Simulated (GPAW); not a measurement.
Consider Sc3InB (Pm-3m).

```cif
data_structure
_symmetry_space_group_name_H-M 'P 1'
_symmetry_Int_Tables_number 1
_cell_length_a 4.5600
_cell_length_b 4.5600
_cell_length_c 4.5600
_cell_angle_alpha 90.000
_cell_angle_beta 90.000
_cell_angle_gamma 90.000
_cell_volume 94.82
loop_
_atom_site_label
_atom_site_type_symbol
_atom_site_fract_x
_atom_site_fract_y
_atom_site_fract_z
_atom_site_occupancy
In1 In 0.00000 0.00000 0.00000 1
Sc2 Sc 0.50000 0.50000 0.00000 1
Sc3 Sc 0.50000 0.00000 0.50000 1
Sc4 Sc 0.00000 0.50000 0.50000 1
B5 B 0.50000 0.50000 0.50000 1
```

Absorber: atom 5, with 6 Sc at 2.28 Å (octahedral, site symmetry m-3m). Method: GPAW, LDA, excited-electron core hole (neutral cell), 20-atom cell with 7.9 Å between holes, 4×4×4 k points, dipole transitions, Gaussian full width 0.9 eV up to 4 eV, rising linearly to 3.5 eV at 25 eV.

Question: What does the B K edge look like?

Main maxima up to 24 eV above the zero (height): 2.1 eV (1.19), 5.3 eV (2.37), 8.0 eV (1.40), 12.7 eV (1.49) and 22.9 eV (0.80). A K edge sees empty p states on the absorber. The total-energy difference is 188.01 eV. One term is added: -5.56 eV, since the hole is spin-paired here and a spin-polarised one costs that much less in the free atom (computed apart). The photon energy is then 182.45 eV. The functional leaves an error in such absolute values: in the free atom LDA prices this hole 2.2 eV below PBE (computed apart), and PBE is itself good to a few eV.

The B K spectrum (energy from the lowest empty level; intensity scaled to a mean of 1 over the first 20 eV):

| E (eV) | intensity |
| --- | --- |
| -2.0 | 0.00 |
| -1.5 | 0.00 |
| -1.0 | 0.00 |
| -0.5 | 0.05 |
| 0.0 | 0.19 |
| 0.5 | 0.22 |
| 1.0 | 0.24 |
| 1.5 | 0.54 |
| 2.0 | 1.15 |
| 2.5 | 0.97 |
| 3.0 | 0.52 |
| 3.5 | 0.53 |
| 4.0 | 1.11 |
| 4.5 | 1.73 |
| 5.0 | 2.23 |
| 5.5 | 2.27 |
| 6.0 | 1.47 |
| 6.5 | 1.02 |
| 7.0 | 1.12 |
| 7.5 | 1.31 |
| 8.0 | 1.40 |
| 8.5 | 1.31 |
| 9.0 | 1.16 |
| 9.5 | 1.06 |
| 10.0 | 1.02 |
| 10.5 | 1.03 |
| 11.0 | 1.11 |
| 11.5 | 1.25 |
| 12.0 | 1.40 |
| 12.5 | 1.48 |
| 13.0 | 1.46 |
| 13.5 | 1.32 |
| 14.0 | 1.11 |
| 14.5 | 0.89 |
| 15.0 | 0.70 |
| 15.5 | 0.58 |
| 16.0 | 0.53 |
| 16.5 | 0.52 |
| 17.0 | 0.55 |
| 17.5 | 0.60 |
| 18.0 | 0.63 |
| 18.5 | 0.65 |
| 19.0 | 0.65 |
| 19.5 | 0.63 |
| 20.0 | 0.62 |
| 20.5 | 0.63 |
| 21.0 | 0.66 |
| 21.5 | 0.71 |
| 22.0 | 0.76 |
| 22.5 | 0.79 |
| 23.0 | 0.80 |
| 23.5 | 0.79 |
| 24.0 | 0.76 |
| 24.5 | 0.72 |
| 25.0 | 0.70 |
| 25.5 | 0.69 |
| 26.0 | 0.69 |
| 26.5 | 0.71 |
| 27.0 | 0.72 |
| 27.5 | 0.72 |
| 28.0 | 0.71 |
| 28.5 | 0.68 |
| 29.0 | 0.65 |
| 29.5 | 0.62 |
| 30.0 | 0.60 |
| 30.5 | 0.60 |
| 31.0 | 0.60 |
| 31.5 | 0.61 |
| 32.0 | 0.61 |

The mesh is coarse (0.24 Å⁻¹ between points), so small maxima may be mesh ripples. The structure is a published determination, not relaxed.

[Banner, clock and machine lines of the logs are left out without a mark of their own.]

[Logs are printed without paths, hosts, clocks, repeated set-up lines and the standing remarks that a program may print on its own settings, such as how far it seeks lower states.]

[Hosts, paths, dates, database ids (printed as entryN), source tags and the programs' standing remarks are cut or masked in the printed files.]

[Lists of maxima count a maximum above −3 eV only where it reaches 4 % of the highest in the window and stands out from its surroundings by 2 % of it (1.5 % where it reaches 55 %); shoulders and weaker maxima are passed over, and of the rest the first, up to two pre-edge ones and the few strongest are named.]
